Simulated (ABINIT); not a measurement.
# Cl (Cmce): G0W0 in ABINIT against the bands in the screening

Wanted: the cheapest bands in the screening that holds the gap of Cl (Cmce).

Program: ABINIT 10.8.3. Level of theory: PBE and many-body steps on it, plane waves. Results are calculated unless marked as measured.

Most raw output is cut from this account.

**1. Set-up**

Symmetry: Cmce, No. 64, orthorhombic system. The conventional cell has a = 6.290 Å, b = 4.500 Å, c = 8.210 Å, α = 90.00°, β = 90.00°, γ = 90.00°. Nearest to Cl lie 1 Cl at 2.02 Å.

As a file:

```cif
data_structure
_symmetry_space_group_name_H-M 'Cmce'
_symmetry_Int_Tables_number 64
_cell_length_a 6.2900
_cell_length_b 4.5000
_cell_length_c 8.2100
_cell_angle_alpha 90.000
_cell_angle_beta 90.000
_cell_angle_gamma 90.000
_cell_volume 232.38
loop_
_atom_site_label
_atom_site_type_symbol
_atom_site_symmetry_multiplicity
_atom_site_Wyckoff_symbol
_atom_site_fract_x
_atom_site_fract_y
_atom_site_fract_z
_atom_site_occupancy
Cl1 Cl 8 f 0.50000 0.63000 0.10000 1
```

The cell and positions come from the Crystallography Open Database and are kept as given unless a step says otherwise.

**2. Screening, 4×4×2 mesh, 22 bands, screening to 130.6 eV**

This step: ABINIT 10.8.3; RPA screening on PBE, plane waves, norm-conserving pseudopotentials.

The RPA dielectric matrix is built and inverted for each q.

run.abi reads:

```
acell 3*1.0 Angstrom
rprim 
  3.145000000000 -2.250000000000 0.000000000000
  3.145000000000 2.250000000000 0.000000000000
  0.000000000000 0.000000000000 8.210000000000
ntypat 1
znucl 17
natom 4
typat 1 1 1 1
xred 
  0.870000000000 0.130000000000 0.100000000000
  0.630000000000 0.370000000000 0.600000000000
  0.130000000000 0.870000000000 0.900000000000
  0.370000000000 0.630000000000 0.400000000000
pp_dirpath "pseudos"
pseudos "Cl.upf"
ecut 25
ngkpt 4 4 2
nshiftk 1
shiftk 0 0 0
kptopt 1
chksymbreak 0
istwfk *1
occopt 1
irdwfk 1
optdriver 3
nband 22
ecuteps 4.8
inclvkb 2
awtr 1
symchi 1
indata_prefix "in"
outdata_prefix "out"
tmpdata_prefix "tmp"
```

Command:

```sh
OMP_NUM_THREADS=1 mpirun -n 8 abinit run.abi > log
```

Run time: 5.5 s. Hardware: 8 MPI ranks of Arm Neoverse V2, shared host; peak memory 1.6 GiB.

Numbers from this step:

```yaml
eps_infinity_with_local_fields_on_this_mesh_along_the_program_s_q_direction: 2.531
the_same_without_local_fields: 2.895
plasma_frequency: 18.23 eV
plane_waves_in_the_screening_matrix: 403
```

Local fields lower ε∞ by 13 %. On a Γ-centred mesh this coarse the value itself is usually too large, while a short band sum pulls it down.

**3. 22 bands**

This step: G0W0 on PBE, plane waves, norm-conserving pseudopotentials.

run.abi, as its differences from that of step 2:

```diff
@@ -25,8 +25,17 @@
 irdwfk 1
-optdriver 3
-nband 22
+optdriver 4
+nband 101
+gwcalctyp 0
+ecutsigx 25
+symsigma 1
+nkptgw 2
+kptgw 
+  0.5000000000 0.5000000000 0.0000000000
+  0.0000000000 0.0000000000 0.0000000000
+bdgw 
+  13 16
+  13 16
 ecuteps 4.8
-inclvkb 2
-awtr 1
-symchi 1
+irdscr 1
+ppmodel 1
 indata_prefix "in"
```

The job ended after 11 s (8 MPI ranks; peak memory 2.5 GiB).

Numbers from this step:

```
G0W0 gap on the points computed              : 6.326 eV
starting gap on the mesh                     : 2.469 eV
k of the valence top                         : 0.5, 0.5, 0
k of the conduction bottom                   : 0, 0, 0
Z at the valence top                         : 0.79
Z at the conduction bottom                   : 0.785
least direct G0W0 gap on the computed points : 6.377 eV
```

**4. Screening, 4×4×2 mesh, 34 bands, screening to 130.6 eV**

This step: RPA screening on PBE, plane waves, norm-conserving pseudopotentials.

run.abi, as its differences from that of step 3:

```diff
@@ -25,17 +25,8 @@
 irdwfk 1
-optdriver 4
-nband 101
-gwcalctyp 0
-ecutsigx 25
-symsigma 1
-nkptgw 2
-kptgw 
-  0.5000000000 0.5000000000 0.0000000000
-  0.0000000000 0.0000000000 0.0000000000
-bdgw 
-  13 16
-  13 16
+optdriver 3
+nband 34
 ecuteps 4.8
-irdscr 1
-ppmodel 1
+inclvkb 2
+awtr 1
+symchi 1
 indata_prefix "in"
```

Wall time 12 s (8 MPI ranks); peak memory 1.8 GiB.

Numbers from this step:

```
ε∞ with local fields, on this mesh, along the program's q direction : 2.763
the same without local fields                                       : 3.382
plasma frequency                                                    : 18.23 eV
plane waves in the screening matrix                                 : 403
```

**5. 34 bands**

The self-energy is evaluated for the states that the input lists, and the levels follow from it, in one-shot runs by the linearised quasiparticle equation.

This step: G0W0 on PBE, plane waves, norm-conserving pseudopotentials.

run.abi, as its differences from that of step 4:

```diff
@@ -25,8 +25,17 @@
 irdwfk 1
-optdriver 3
-nband 34
+optdriver 4
+nband 101
+gwcalctyp 0
+ecutsigx 25
+symsigma 1
+nkptgw 2
+kptgw 
+  0.5000000000 0.5000000000 0.0000000000
+  0.0000000000 0.0000000000 0.0000000000
+bdgw 
+  13 16
+  13 16
 ecuteps 4.8
-inclvkb 2
-awtr 1
-symchi 1
+irdscr 1
+ppmodel 1
 indata_prefix "in"
```

The job ended after 11 s (8 MPI ranks; peak memory 2.5 GiB).

This step gave:

```yaml
g0w0_gap_on_the_points_computed: 5.847 eV
starting_gap_on_the_mesh: 2.469 eV
k_of_the_valence_top: 0.5, 0.5, 0
k_of_the_conduction_bottom: 0, 0, 0
z_at_the_valence_top: 0.791
z_at_the_conduction_bottom: 0.793
least_direct_g0w0_gap_on_the_computed_points: 5.898 eV
```

The gap on the mesh goes from 2.47 eV to 5.85 eV, a correction of +3.38 eV.

**6. Screening, 4×4×2 mesh, 101 bands, screening to 130.6 eV**

This step: RPA screening on PBE, plane waves, norm-conserving pseudopotentials.

run.abi, as its differences from that of step 5:

```diff
@@ -25,17 +25,8 @@
 irdwfk 1
-optdriver 4
+optdriver 3
 nband 101
-gwcalctyp 0
-ecutsigx 25
-symsigma 1
-nkptgw 2
-kptgw 
-  0.5000000000 0.5000000000 0.0000000000
-  0.0000000000 0.0000000000 0.0000000000
-bdgw 
-  13 16
-  13 16
 ecuteps 4.8
-irdscr 1
-ppmodel 1
+inclvkb 2
+awtr 1
+symchi 1
 indata_prefix "in"
```

The job ended after 37 s (8 MPI ranks; peak memory 2.2 GiB).

Numbers from this step:

* ε∞ with local fields, on this mesh, along the program's q direction: 2.808
* the same without local fields: 3.458
* plasma frequency: 18.23 eV
* plane waves in the screening matrix: 403

**7. 101 bands**

This step: G0W0 on PBE, plane waves, norm-conserving pseudopotentials.

run.abi, as its differences from that of step 6:

```diff
@@ -25,8 +25,17 @@
 irdwfk 1
-optdriver 3
+optdriver 4
 nband 101
+gwcalctyp 0
+ecutsigx 25
+symsigma 1
+nkptgw 2
+kptgw 
+  0.5000000000 0.5000000000 0.0000000000
+  0.0000000000 0.0000000000 0.0000000000
+bdgw 
+  13 16
+  13 16
 ecuteps 4.8
-inclvkb 2
-awtr 1
-symchi 1
+irdscr 1
+ppmodel 1
 indata_prefix "in"
```

The job ended after 11 s (8 MPI ranks; peak memory 2.5 GiB).

Numbers from this step:

| Property | Result |
| --- | --- |
| G0W0 gap on the points computed | 5.661 eV |
| starting gap on the mesh | 2.469 eV |
| k of the valence top | 0.5, 0.5, 0 |
| k of the conduction bottom | 0, 0, 0 |
| least direct G0W0 gap on the computed points | 5.713 eV |

Against the run before, the gap moves by −0.186 eV.

**8. Screening, 4×4×2 mesh, 217 bands, screening to 130.6 eV**

This step: RPA screening on PBE, plane waves, norm-conserving pseudopotentials.

run.abi, as its differences from that of step 7:

```diff
@@ -25,17 +25,8 @@
 irdwfk 1
-optdriver 4
-nband 101
-gwcalctyp 0
-ecutsigx 25
-symsigma 1
-nkptgw 2
-kptgw 
-  0.5000000000 0.5000000000 0.0000000000
-  0.0000000000 0.0000000000 0.0000000000
-bdgw 
-  13 16
-  13 16
+optdriver 3
+nband 217
 ecuteps 4.8
-irdscr 1
-ppmodel 1
+inclvkb 2
+awtr 1
+symchi 1
 indata_prefix "in"
```

It took 92 s on 8 MPI ranks; peak memory 3.1 GiB; 12 min of CPU time.

This step gave:

* ε∞ with local fields, on this mesh, along the program's q direction: 2.813
* the same without local fields: 3.462
* plasma frequency: 18.23 eV
* plane waves in the screening matrix: 403

**9. 217 bands**

This step: G0W0 on PBE, plane waves, norm-conserving pseudopotentials.

run.abi, as its differences from that of step 8:

```diff
@@ -25,8 +25,17 @@
 irdwfk 1
-optdriver 3
-nband 217
+optdriver 4
+nband 101
+gwcalctyp 0
+ecutsigx 25
+symsigma 1
+nkptgw 2
+kptgw 
+  0.5000000000 0.5000000000 0.0000000000
+  0.0000000000 0.0000000000 0.0000000000
+bdgw 
+  13 16
+  13 16
 ecuteps 4.8
-inclvkb 2
-awtr 1
-symchi 1
+irdscr 1
+ppmodel 1
 indata_prefix "in"
```

It took 12 s on 8 MPI ranks; peak memory 2.5 GiB.

This step gave:

| Quantity | Value |
| --- | --- |
| G0W0 gap on the points computed | 5.640 eV |
| starting gap on the mesh | 2.469 eV |
| k of the valence top | 0.5, 0.5, 0 |
| k of the conduction bottom | 0, 0, 0 |
| least direct G0W0 gap on the computed points | 5.692 eV |

Against the run before, the gap moves by −0.021 eV.

**10. Side by side**

Times are wall times on 8 MPI ranks of Arm Neoverse V2, shared host, good to a factor of about two. A run's time includes the screening step that it read.

| run | mesh | bands | screening cutoff (eV) | DFT gap (eV) | gap on the mesh (eV) | direct (eV) | ε∞ used | time |
| --- | --- | --- | --- | --- | --- | --- | --- | --- |
| 22 bands | 4×4×2 | 101 | 130.6 | 2.469 | 6.326 | 6.377 | 2.53 | 16 s |
| 34 bands | 4×4×2 | 101 | 130.6 | 2.469 | 5.847 | 5.898 | 2.76 | 23 s |
| 101 bands | 4×4×2 | 101 | 130.6 | 2.469 | 5.661 | 5.713 | 2.81 | 48 s |
| 217 bands | 4×4×2 | 101 | 130.6 | 2.469 | 5.640 | 5.692 | 2.81 | 1.7 min |

**11. Results**

```yaml
22_bands: 6.326 eV
34_bands: 5.847 eV
101_bands: 5.661 eV
217_bands: 5.640 eV
known_limits: not at the basis limit; coarse k mesh
```

What this shows: The setting moved: bands in the screening. From 22 bands to 217 bands the gap moves by −0.69 eV, for 6.3 times the time. The last step still moves it by −0.021 eV. Bands and screening cutoff are coupled, so a series along one setting does not show full convergence. Bands and cutoff are finite, so the gap is not at the basis limit. The miss can reach some tenths of an eV and take either sign; the mesh is an error of its own. In the G0W0 runs levels were corrected at 2 k points alone, so a gap called «on the mesh» is the least over those, and an edge elsewhere would be missed. The 4×4×2 mesh is coarse for this cell, which bears on the long-range parts of exchange and screening.

[Paths, hosts, dates, memory and timing lines, banners, echoed tables and standing remarks are left out of the program output.]

[Logs are printed without paths, hosts, clocks, repeated set-up lines and the standing remarks that a program may print on its own settings, such as how far it seeks lower states.]

[Runs of the session that timed out or met a known fault of the program may be left out.]

[Hosts, paths, dates, database ids (printed as entryN), source tags and the programs' standing remarks are cut or masked in the printed files.]

[G0W0 gaps are taken among the corrected bands and points alone; a level outside them can change the order at an edge.]

[Where Ansatz stands beside ABINIT at settings called matched, ABINIT's density can come from a denser mesh and the files from another edition; pairs whose starting gaps differed by over 0.03 eV were left out, so agreement reads better than it is.]
